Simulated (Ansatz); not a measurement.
**Starting-point dependence of the GW gap of MoS2 (P6_3/mmc)**

Aim: G0W0 for MoS2 (P6_3/mmc) on several starting functionals, at one mesh, band count and screening cutoff.

Main program and level: Ansatz 0.2.0; G0W0 on several functionals, plane waves, PAW.

The database entry behind the starting cell differs from later determinations by our own check (about 0.3 % long), so it need not match the best structure at ambient conditions.

In doubt: masses and optical values from hybrid runs of this build are listed as unsure (step 4), which bears on the screening that GW takes from such a start.

### Step 1. Starting point

The structure is hexagonal, space group P6_3/mmc (No. 194). Conventional cell: a = 3.169 Å, b = 3.169 Å, c = 12.324 Å, α = 90.00°, β = 90.00°, γ = 120.00°. Nearest to Mo lie 6 S at 2.41 Å. S has 3 Mo at 2.41 Å nearest. Farther neighbours and most contacts between anions are not listed.

The cell and positions come from the Crystallography Open Database and are kept as given unless a step says otherwise. The default PAW set here is soft_2. Its files were made with PBE.

### Step 2. G0W0 on PBE

G0W0 replaces the xc potential by the self-energy, built once from these orbitals. Only a window of levels is corrected, while the sums run over the empty bands that the input names.

This step: G0W0 on PBE, plane waves, PAW.

File input.yaml:

```yaml
crystal:
  lattice:
    - [3.169, 0.0, 0.0]
    - [-1.5845, 2.7444345046, 0.0]
    - [0.0, 0.0, 12.324]
  atoms:
    - { symbol: Mo, position: [0.3333333333, 0.6666666667, 0.25] }
    - { symbol: Mo, position: [0.6666666667, 0.3333333333, 0.75] }
    - { symbol: S, position: [0.3333333333, 0.6666666667, 0.623] }
    - { symbol: S, position: [0.6666666667, 0.3333333333, 0.123] }
    - { symbol: S, position: [0.3333333333, 0.6666666667, 0.877] }
    - { symbol: S, position: [0.6666666667, 0.3333333333, 0.377] }
kpoints:
  mp_grid: { grid: [6, 6, 2] }
hamiltonian:
  xc: pbe
scf:
  occupations: { method: fixed }
gw:
  n_empty_bands: 848
  ecut_chi: 230.0
  qp_bands: [v2, c2]
  qp_kpoints: band_edges
  screening: { model: contour_deformation }
```

Command:

```bash
ansatz run input.yaml --threads 3 --pin off --max-ram 64512MiB --backend cuda --events-out ev --progress --plain --runs-dir out --devices 1 --max-vram 24GiB  # rebuilt from the run's record
```

Numbers of over 12 decimals in the logs are rounded to 6 here.

Output:

```text
GPUs: using 1 of 1 available (devices: 1).
Engine: ansatz 0.2.0, x86_64-unknown-linux-gnu
Pseudopotentials: kind: paw
Pseudopotential: Mo, paw, valence charge 14, recommended cutoff 420 eV (normal), Mo.paw.azcp
Pseudopotential: S, paw, valence charge 6, recommended cutoff 420 eV (normal), S.paw.azcp
Functional definition: PBE
  parameter kappa = 0.804
  parameter beta = 0.066725
  exchange = pbe_x(kappa = kappa, mu = beta*pi^2/3)
  correlation = pbe_c(beta = beta)
device memory: the entry about to start is reckoned to put 1.1 GiB on a device that reports 67.9 GiB free (of which the cap on the GPU budget leaves the run 24.0 GiB)
GPU FFT provider: cuFFT
GPU libraries: cuBLAS 13.8.2, cuFFT 12.4.0, cuSOLVER 12.3.4
Crystal: 6 atoms, lattice volume = 107.183 Å³
Basis set: ecut = 420 eV, 2081 PW (Γ)
Bands: 32, of which v1, the nominal top of the filled ones, is band 26 counted from 1 (25 counted from 0)
Symmetry: 24 space group operations
Space group: P63/mmc (ITA 194), of the structure as read, at distance tolerance 4.8e-5 Å
k-points: 14 of 72
Non-local potential: Mo, projectors of the file, l = 0: 3, l = 1: 2, l = 2: 2, l = 3: 1
Non-local potential: S, projectors of the file, l = 0: 2, l = 1: 2, l = 2: 2
PAW form: soft (Blöchl's): semilocal exchange-correlation on the pseudo side does not see the compensation charge
PAW one-centre angular grid: Mo, 590 points (default); XC on 64 Gauss nodes
PAW one-centre angular grid: S, 110 points (default); XC on 64 Gauss nodes
Initial density: superposition of atomic densities (neutral atoms: chi_scale 0, normalization atom), corrected by the library's trained network
Initial wavefunctions: pseudopotential atomic-orbital guess
GPU buffer pool allocated for 51840 grid points (all kernels)
GPU transforms: local potential and band sums: pruned to the plane-wave sphere, on 24×24×90
Functional: x = pbe(κ = 0.804, μ = 0.219515), c = pbe(β = 0.066725)
SCF iter   1: F=—  HF=-13525.526697 eV  |F-HF|=—  |Δ(HF+E_count)|=         —  Δρ=5.46e-3  dr2=7.41e-3  ethr=1.77e-3  ⟨swp⟩=5.0  Hψ=1664  notcnv=0  defer=42
preconditioner: auto → Resta (q_TF=auto, 2.418 Å⁻¹)  ε∞=8.7  [insulator: Δε(μ)=0.887 eV  Ē_g=7.751 eV  n_scr=26 (ndim 8)  ℏωp=21.5 eV  f_vac=0.016  ε∞_Penn≈8.7]
SCF iter   2: F=—  HF=-13525.535933 eV  |F-HF|=—  |Δ(HF+E_count)|=   9.24e-3  Δρ=3.13e-3  dr2=2.37e-3  ethr=1.42e-5  ⟨swp⟩=2.0  Hψ=843  notcnv=0  defer=54
SCF iter   3: F=—  HF=-13525.540700 eV  |F-HF|=—  |Δ(HF+E_count)|=   4.77e-3  Δρ=4.94e-4  dr2=6.38e-4  ethr=4.55e-6  ⟨swp⟩=2.0  Hψ=698  notcnv=0  defer=54
SCF iter   4: F=—  HF=-13525.540635 eV  |F-HF|=—  |Δ(HF+E_count)|=   6.54e-5  Δρ=1.15e-4  dr2=1.09e-5  ethr=1.23e-6  ⟨swp⟩=2.1  Hψ=557  notcnv=0  defer=35
SCF iter   5: F=—  HF=-13525.540645 eV  |F-HF|=—  |Δ(HF+E_count)|=   1.04e-5  Δρ=5.19e-5  dr2=2.42e-6  ethr=2.09e-8  ⟨swp⟩=2.0  Hψ=619  notcnv=0  defer=2
SCF iter   6: F=—  HF=-13525.540647 eV  |F-HF|=—  |Δ(HF+E_count)|=   2.21e-6  Δρ=8.56e-6  dr2=1.01e-7  ethr=4.65e-9  ⟨swp⟩=2.0  Hψ=648  notcnv=0  defer=2
SCF iter   7: F=-13525.540647 eV  HF=-13525.540647 eV  |F-HF|=7.09e-10  |Δ(HF+E_count)|=   5.96e-8  Δρ=2.23e-6  dr2=6.40e-9  ethr=1.92e-10  ⟨swp⟩=4.9  Hψ=1310  notcnv=0
SCF 1 converged in 7 iterations: F = -13525.540647 eV  dr2 = 6.40e-9
  greatest PAW one-centre occupation: 0.998 electrons in one spin orbital (limit 2), on the Mo atom at site 1 (counted from 0), in its partial waves of l = 0
device memory: the entry about to start is reckoned to put 1.2 GiB (of the 1.3 GiB reckoned in all, the device holds 0.1 GiB already) on a device that reports 67.8 GiB free (of which the cap on the GPU budget leaves the run 23.9 GiB)
NSCF: frozen V_eff on 14 k-points, pencils in batches of 32, up to order 128
the band table was solved once the SCF had ended and its energy, with any forces and stress, was formed, with the checks that follow a solve (1760 applications of the Hamiltonian). They found nothing against the state; the energy, forces and stress were not computed again (output.eigenvalues in the input reference)
device memory: the entry about to start is reckoned to put 5.3 GiB on a device that reports 67.9 GiB free (of which the cap on the GPU budget leaves the run 24.0 GiB)
NSCF: frozen V_eff on 14 k-points
G₀W₀ screening: q 1/14
[... further progress lines ...]
SCF converged after 7 iterations
Free energy (F): -13525.540647 eV
Harris-Foulkes:  -13525.540647 eV  (|F-HF|=7.09e-10)
Internal energy: -13525.540647 eV  (E = F + TS)
E sigma→0 (E₀):  -13525.540647 eV
Fermi energy:    10.896774 eV
--- Per-component energies (eV) ---
  E_band       = -312.442293
  E_kinetic    = 1312.080568
  E_local      = -3923.171117  (includes V_loc(G=0)·N_el)
  E_nonlocal   = 398.377367
  E_hartree    = 1508.576741
  E_xc         = -757.133550
  E_vxc        = -810.200444  (∫ρ·V_xc dr)
  E_paw        = -8803.054294  (= ΣΔE_a)
  E_vpaw       = -306.678742  (= ΣTr[D̂ρ^β])
  E_aug_tail   = 0.000083  (compensation charges beyond the density's cutoff)
  E_ewald      = -3261.216446
  E_smearing   = -0.000000  (= −TS)
  E_closure    = 0.000000  (closes the sum)
  Σ components = -13525.540647   (vs F -13525.540647, Δ=0.00e0)
--- Band table (eV; the first three rows and the last of 14) ---
  k-point 0: bands = [... 22 lower, 8.7669, 9.7117, 9.7496, 10.8968, 12.9944, 12.9944, 13.0224, 13.0224, ... 2 higher]
  k-point 1: bands = [... 22 lower, 8.7436, 8.7436, 10.6302, 10.6302, 12.9998, 12.9998, 12.9998, 12.9998, ... 2 higher]
  k-point 2: bands = [... 22 lower, 8.8399, 9.7099, 9.7325, 10.1259, 12.3854, 12.7493, 12.7590, 12.9531, ... 2 higher]
  k-point 13: bands = [... 22 lower, 8.0256, 8.0256, 10.2018, 10.2018, 11.9456, 11.9456, 13.1987, 13.1987, ... 2 higher]
--- G₀W₀: contour deformation, 8 samples at zero and on the imaginary axis and 1 off it, 72 q-points, 848 empty bands' worth ---
  eigenvalues of the whole cell's RPA ε∞ on this k-mesh (on a slab, of 1 + 4πα/V) = 6.2244, 14.9280, 14.9280; static W/v taken at q = 0 is 0.070048
  bands read: the sum over 874 bands ends inside a degenerate multiplet in 1 slot, whose members it reads at an even weight; the widest, k=12: bands 874 to 875 (counted from 1) at 1/2 each
  gw.qp_kpoints: band_edges: 12 of 14 stored k-points solved, in 1 pass; an edge of the gap read off the rows below is read off those points alone
    valence top: of the k-points left out ik 7 came nearest to being solved in a further pass, in band 25 (counted from 1, as in the quasiparticle table): it holds the edge there only if its correction is more favourable than any solved in that band by at least 1.264 eV; those differ by 0.417 eV
    conduction bottom: of the k-points left out ik 5 came nearest to being solved in a further pass, in band 27 (counted from 1, as in the quasiparticle table): it holds the edge there only if its correction is more favourable than any solved in that band by at least 0.656 eV; those differ by 0.239 eV
    ik  band        ε_KS         Σx   Σc(E_QP)       V_xc       Z   E_QP_lin       E_QP  E_QP is
     0    25      9.7496   -18.6978     0.8815   -17.5874  0.7268     9.5197     9.5207  root
     0    26     10.8968   -19.7402     0.3306   -19.1818  0.7341    10.6684    10.6690  root
     0    27     12.9944   -13.7864    -4.5159   -18.5169  0.7381    13.2098    13.2090  root
     0    28     12.9944   -13.7864    -4.5159   -18.5169  0.7381    13.2098    13.2090  root
     1    25     10.6302   -19.4298     0.6003   -18.5535  0.7360    10.3533    10.3542  root
     1    26     10.6302   -19.4298     0.6003   -18.5535  0.7360    10.3533    10.3542  root
     1    27     12.9998   -13.7331    -4.5113   -18.4521  0.7379    13.2083    13.2075  root
     1    28     12.9998   -13.7331    -4.5113   -18.4521  0.7379    13.2083    13.2075  root
     2    25      9.7325   -18.5719     1.7758   -16.2166  0.7445     9.1470     9.1530  root
     2    26     10.1259   -19.4072     0.7340   -18.4311  0.7329     9.8829     9.8838  root
     2    27     12.3854   -13.5782    -4.2784   -17.9885  0.7369    12.5176    12.5173  root
     2    28     12.7493   -14.1025    -4.3164   -18.5698  0.7280    12.9007    12.9003  root
     3    25     10.0751   -19.3895     0.8679   -18.2493  0.7334     9.8017     9.8028  root
     3    26     10.0751   -19.3895     0.8679   -18.2493  0.7334     9.8017     9.8028  root
     3    27     12.5885   -13.8642    -4.4250   -18.4617  0.7357    12.7615    12.7609  root
     3    28     12.5885   -13.8642    -4.4250   -18.4617  0.7357    12.7615    12.7609  root
     4    25      9.0998   -18.5546     1.2101   -17.0856  0.7251     8.8392     8.8409  root
     4    26      9.3558   -19.0398     1.1272   -17.6677  0.7277     9.1097     9.1109  root
     4    27     12.2870   -14.2464    -4.4905   -18.9550  0.7314    12.5060    12.5051  root
     4    28     12.3861   -15.3312    -4.5303   -20.1338  0.7262    12.6599    12.6585  root
     6    25      9.4972   -17.6852     1.2082   -16.0756  0.7432     9.0926     9.0958  root
     6    26      9.6219   -18.3905     1.0808   -16.9859  0.7382     9.2963     9.2981  root
     6    27     12.4958   -16.6414    -4.9040   -21.9163  0.7166    12.8697    12.8668  root
     6    28     12.5414   -16.6096    -4.9322   -21.9082  0.7158    12.9108    12.9077  root
[...]
12    25     10.1301   -19.1153     0.3359   -18.6104  0.7356     9.9608     9.9611  root
    12    26     10.2918   -19.5175     0.2591   -19.1026  0.7353    10.1358    10.1360  root
    12    27     11.9443   -16.1257    -4.1501   -20.5483  0.7282    12.2179    12.2167  root
    12    28     11.9443   -16.1257    -4.1501   -20.5483  0.7282    12.2179    12.2167  root
    13    25     10.2018   -19.2682     0.2951   -18.8105  0.7356    10.0388    10.0391  root
    13    26     10.2018   -19.2682     0.2951   -18.8105  0.7356    10.0388    10.0391  root
    13    27     11.9456   -16.1207    -4.1497   -20.5422  0.7283    12.2186    12.2174  root
    13    28     11.9456   -16.1207    -4.1497   -20.5422  0.7283    12.2186    12.2174  root
```

Run time: 39 s. Hardware: 1 × NVIDIA H100 80GB HBM3 (shared by 3 runs) with 3 threads of AMD EPYC 7R13 (Zen 3), shared host; peak memory 3.2 GiB; 70 s of CPU time.

Reading the cycles: dr2 is the Hartree energy of the density residual (eV), the measure of convergence; HF is the Harris–Foulkes estimate of the energy, which meets the free energy F at convergence.

Numbers from this step:

```
bands summed                                 : 874
RPA ε∞ on this mesh (eigenvalues)            : 6.224, 14.93, 14.93
plane waves in the screening matrix          : 835
q-points in the mesh                         : 72
G0W0 gap on the mesh                         : 1.264 eV
k of the valence top                         : 0, 0, 0
k of the conduction bottom                   : 0.1667, 0.1667, 0
starting gap on the mesh                     : 0.8857 eV
Z at the valence top                         : 0.7341
Z at the conduction bottom                   : 0.7452
least direct G0W0 gap on the computed points : 2.081 eV
```

The gap on the mesh goes from 0.89 eV to 1.26 eV, a correction of +0.38 eV. Between the two edge states, bare exchange in place of the xc potential would open the gap by 4.75 eV, and correlation takes back 4.37 eV.

### Step 3. G0W0 on r2SCAN

The same correction from a different start measures what one shot leaves open.

This step: G0W0 on r2SCAN, plane waves, PAW.

Edit input.yaml of step 2 so:

```diff
@@ -15,3 +15,3 @@
 hamiltonian:
-  xc: pbe
+  xc: r2scan
 scf:
```

Output:

```text
GPUs: using 1 of 1 available (devices: 1).
[...]
GPU FFT provider: cuFFT
GPU libraries: cuBLAS 13.8.2, cuFFT 12.4.0, cuSOLVER 12.3.4
Crystal: 6 atoms, lattice volume = 107.183 Å³
Basis set: ecut = 500 eV, 2739 PW (Γ), exchange–correlation on 96×96×360 points (64 copies of the dense FFT grid, shifted against one another)
Bands: 32, of which v1, the nominal top of the filled ones, is band 26 counted from 1 (25 counted from 0)
[... 1 set-up line as in the run before ...]
[...]
k-points: 14 of 72
[...]
GPU buffer pool allocated for 51840 grid points (all kernels)
[...]
SCF iter   1: F=—  HF=-13564.193447 eV  |F-HF|=—  |Δ(HF+E_count)|=         —  Δρ=1.05e-2  dr2=1.59e-1  dr2_τ=1.02e-1  ethr=1.77e-3  ⟨swp⟩=5.3  Hψ=1749  notcnv=0  defer=37
[...]
SCF iter   7: F=-13564.281795 eV  HF=-13564.281795 eV  |F-HF|=1.98e-9  |Δ(HF+E_count)|=   3.32e-7  Δρ=6.47e-6  dr2=4.78e-8  dr2_τ=4.66e-9  ethr=1.92e-10  ⟨swp⟩=6.2  Hψ=1641  notcnv=0
SCF 1 converged in 7 iterations: F = -13564.281795 eV  dr2 = 4.78e-8
[...]
NSCF: frozen V_eff on 14 k-points, pencils in batches of 32, up to order 128
[...]
NSCF: frozen V_eff on 14 k-points
G₀W₀ screening: q 1/14
[... further progress lines ...]
SCF converged after 7 iterations
Free energy (F): -13564.281795 eV
[...]
Internal energy: -13564.281795 eV  (E = F + TS)
E sigma→0 (E₀):  -13564.281795 eV
Fermi energy:    10.793810 eV
[...]
--- Band table (eV; the first three rows and the last of 14) ---
  k-point 0: bands = [... 22 lower, 8.5239, 9.4934, 9.6175, 10.7938, 13.0334, 13.0334, 13.0625, 13.0625, ... 2 higher]
  k-point 1: bands = [... 22 lower, 8.4993, 8.4993, 10.5066, 10.5066, 13.0381, 13.0381, 13.0381, 13.0381, ... 2 higher]
  k-point 2: bands = [... 22 lower, 8.6105, 9.5282, 9.5664, 10.0005, 12.4092, 12.7543, 12.8393, 12.9647, ... 2 higher]
  k-point 13: bands = [... 22 lower, 7.7486, 7.7486, 10.0580, 10.0580, 11.9088, 11.9088, 13.2476, 13.2476, ... 2 higher]
[...]
0    25      9.6175   -18.8381     0.9025   -17.7628  0.7346     9.4441     9.4446  root
     0    26     10.7938   -19.8437     0.3733   -19.2813  0.7416    10.6044    10.6047  root
     0    27     13.0334   -13.8019    -4.4874   -18.4999  0.7461    13.2447    13.2440  root
     0    28     13.0334   -13.8019    -4.4874   -18.4999  0.7461    13.2447    13.2440  root
     1    25     10.5066   -19.5238     0.6305   -18.6796  0.7435    10.2923    10.2929  root
     1    26     10.5066   -19.5238     0.6305   -18.6796  0.7435    10.2923    10.2929  root
     1    27     13.0381   -13.7521    -4.4800   -18.4367  0.7457    13.2434    13.2427  root
     1    28     13.0381   -13.7521    -4.4800   -18.4367  0.7457    13.2434    13.2427  root
[...]
13    25     10.0580   -19.3357     0.3091   -18.9005  0.7431     9.9317     9.9319  root
    13    26     10.0580   -19.3357     0.3091   -18.9005  0.7431     9.9317     9.9319  root
    13    27     11.9088   -16.2497    -4.0662   -20.5632  0.7349    12.1570    12.1561  root
    13    28     11.9088   -16.2497    -4.0662   -20.5632  0.7349    12.1570    12.1561  root
```

Wall time 53 s (1 × NVIDIA H100 80GB HBM3 (shared by 3 runs) with 3 threads); peak memory 3.6 GiB.

Numbers from this step:

```yaml
bands_summed: 874
rpa_eps_infinity_on_this_mesh_eigenvalues: 5.768, 13.86, 13.86
plane_waves_in_the_screening_matrix: 835
q_points_in_the_mesh: 72
g0w0_gap_on_the_mesh: 1.334 eV
k_of_the_valence_top: 0, 0, 0
k_of_the_conduction_bottom: 0.1667, 0.1667, 0
starting_gap_on_the_mesh: 0.9903 eV
z_at_the_valence_top: 0.7416
z_at_the_conduction_bottom: 0.7520
least_direct_g0w0_gap_on_the_computed_points: 2.128 eV
```

Against the run with 6×6×2 mesh, 848 empty bands, screening to 230 eV on PBE, the gap moves by +0.07 eV, while the start moved by +0.10 eV.

### Step 4. G0W0 on HSE06

This step: G0W0 on HSE06, plane waves, PAW.

Edit input.yaml of step 3 so:

```diff
@@ -15,3 +15,3 @@
 hamiltonian:
-  xc: r2scan
+  xc: hse06
 scf:
```

Output:

```text
GPUs: using 1 of 1 available (devices: 1).
[...]
davidson cushion auto → on  (no smearing: the cushion is to keep the highest requested band from converging to the state above it; pin scf.eigensolver.cushion to override)
[...]
GPU FFT provider: cuFFT
GPU libraries: cuBLAS 13.8.2, cuFFT 12.4.0, cuSOLVER 12.3.4
Crystal: 6 atoms, lattice volume = 107.183 Å³
Basis set: ecut = 420 eV, 2081 PW (Γ)
[...]
1    27     13.3482   -13.5449    -4.4318   -17.9261  0.7649    13.2976    13.2976  root
     1    28     13.3482   -13.5449    -4.4318   -17.9261  0.7649    13.2976    13.2976  root
[...]
13    25      9.8266   -19.1029     0.2344   -18.8397  0.7636     9.7979     9.7979  root
    13    26      9.8266   -19.1029     0.2344   -18.8397  0.7636     9.7979     9.7979  root
    13    27     12.0384   -15.9811    -3.9751   -20.0458  0.7569    12.1281    12.1280  root
    13    28     12.0384   -15.9811    -3.9751   -20.0458  0.7569    12.1281    12.1280  root
[key lines of the parts left out:]
Free energy (F): -13531.565462 eV
Fermi energy:    10.522562 eV
```

Wall time 2.2 min (1 × NVIDIA H100 80GB HBM3 (shared by 3 runs) with 3 threads); peak memory 3.4 GiB; 3 min of CPU time.

This step gave:

```
bands summed                                 : 874
RPA ε∞ on this mesh (eigenvalues)            : 5.125, 11.83, 11.83
plane waves in the screening matrix          : 835
G0W0 gap on the mesh                         : 1.480 eV
k of the valence top                         : 0, 0, 0
k of the conduction bottom                   : 0.1667, 0.1667, 0
starting gap on the mesh                     : 1.444 eV
least direct G0W0 gap on the computed points : 2.233 eV
```

Against the run with 6×6×2 mesh, 848 empty bands, screening to 230 eV on r2SCAN, the gap moves by +0.15 eV, while the start moved by +0.45 eV.

### Step 5. Side by side

All on the 6×6×2 mesh with 848 empty bands and screening to 230 eV. Times are wall times on 1 × NVIDIA H100 80GB HBM3 (shared by 3 runs) with 3 threads of AMD EPYC 7R13 (Zen 3), shared host, good to a factor of about two.

```csv
start,starting gap (eV),shift (eV),G0W0 gap (eV),RPA ε∞ (harmonic mean),"Z (valence, conduction)",time
PBE,0.89,+0.38,1.26,10.18,"0.73, 0.75",39 s
r2SCAN,0.99,+0.34,1.33,9.44,"0.74, 0.75",53 s
HSE06,1.44,+0.04,1.48,8.24,"0.76, 0.77",2.2 min
```

How the two edges are built up, in eV (the quasiparticle level is the starting level plus Σx plus Σc less Vxc):

```csv
run,edge,start,Σx,Σc,Vxc,Z,QP
PBE,valence top,10.90,-19.74,0.33,-19.18,0.73,10.67
PBE,conduction bottom,11.78,-13.37,-4.04,-17.56,0.75,11.93
r2SCAN,valence top,10.79,-19.84,0.37,-19.28,0.74,10.60
r2SCAN,conduction bottom,11.78,-13.46,-4.01,-17.63,0.75,11.94
HSE06,valence top,10.52,-19.78,0.40,-19.31,0.76,10.45
HSE06,conduction bottom,11.97,-13.13,-3.97,-17.06,0.77,11.93
```

For a hybrid start, Vxc holds its share of exact exchange.

### Step 6. What came out

```yaml
g0w0_pbe: 1.26 eV (start 0.89 eV)
g0w0_r2scan: 1.33 eV (start 0.99 eV)
g0w0_hse06: 1.48 eV (start 1.44 eV)
known_limits: not at the basis limit; no spin-orbit coupling; coarse k mesh
```

In words: The starting gaps span 0.56 eV and the G0W0 gaps 0.22 eV. Between PBE and HSE06, 0.22 eV of the 0.56 eV survives, 39 %. HSE06 screens less than PBE (ε∞ 8.24 against 10.18). Of the 0.22 eV by which its G0W0 gap is higher, the correlation part gives +0.001 eV, and exchange with the one-particle terms, which follow the orbitals, +0.22 eV. The smallest correction, +0.04 eV, is on HSE06, the start nearest to reproducing itself. Bands and cutoff are finite, so the gap is not at the basis limit. The miss can reach some tenths of an eV and take either sign; the mesh is an error of its own. The 6×6×2 mesh is coarse for this cell (its supercell is 19 Å along the shortest edge). The RPA ε∞ on it, from the PBE start, is 6.22 and 14.93; such meshes misread the long-range screening, most where the gap is narrow. The many-body steps are scalar-relativistic: spin-orbit coupling is not in them.

[Paths, hosts, dates, memory and timing lines, banners, echoed tables and standing remarks are left out of the program output.]

[Logs are printed without paths, hosts, clocks, repeated set-up lines and the standing remarks that a program may print on its own settings, such as how far it seeks lower states.]

[Runs of the session that timed out or met a known fault of the program may be left out.]

[Cells called generated may have been cut or substituted from an entry of the Crystallography Open Database or the Materials Project.]

[Hosts, paths, dates, database ids (printed as entryN), source tags and the programs' standing remarks are cut or masked in the printed files.]
